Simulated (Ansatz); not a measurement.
Rows from a G0W0 calculation on PtSe2/PtSe2 (1T bilayer) (Ansatz 0.2.0; G0W0 on PBE, plane waves, PAW; 6×6×1 mesh, 689 empty bands, screening to 75 eV), in eV. Spin-orbit coupling is left out.

```tsv
row	Σx	Σc	Vxc	Z
A	-15.90	-2.99	-19.28	0.71
B	-16.63	-2.75	-19.78	0.72
C	-16.06	-2.66	-19.08	0.72
D	-16.48	-2.45	-19.29	0.72
E	-19.08	1.18	-17.75	0.72
F	-24.60	3.28	-21.10	0.69
```

Q: Which rows are filled states and which are empty ones, and how can one tell?

Filled: E and F. Empty: A, B, C and D. The sign of Σc tells: for a filled state bare exchange, which holds its interaction with itself, lies below Vxc (Σx − Vxc is -1.3 eV or lower here) and screening gives part back as a positive Σc. For an empty state Σx lies above Vxc (+2.8 eV or more) and the Coulomb hole leaves Σc negative.

[Paths, hosts, dates, memory and timing lines, banners, echoed tables and standing remarks are left out of the program output.]

[Logs are printed without paths, hosts, clocks, repeated set-up lines and the standing remarks that a program may print on its own settings, such as how far it seeks lower states.]

[Runs of the session that timed out or met a known fault of the program may be left out.]

[Cells called generated may have been cut or substituted from an entry of the Crystallography Open Database or the Materials Project.]

[Hosts, paths, dates, database ids (printed as entryN), source tags and the programs' standing remarks are cut or masked in the printed files.]
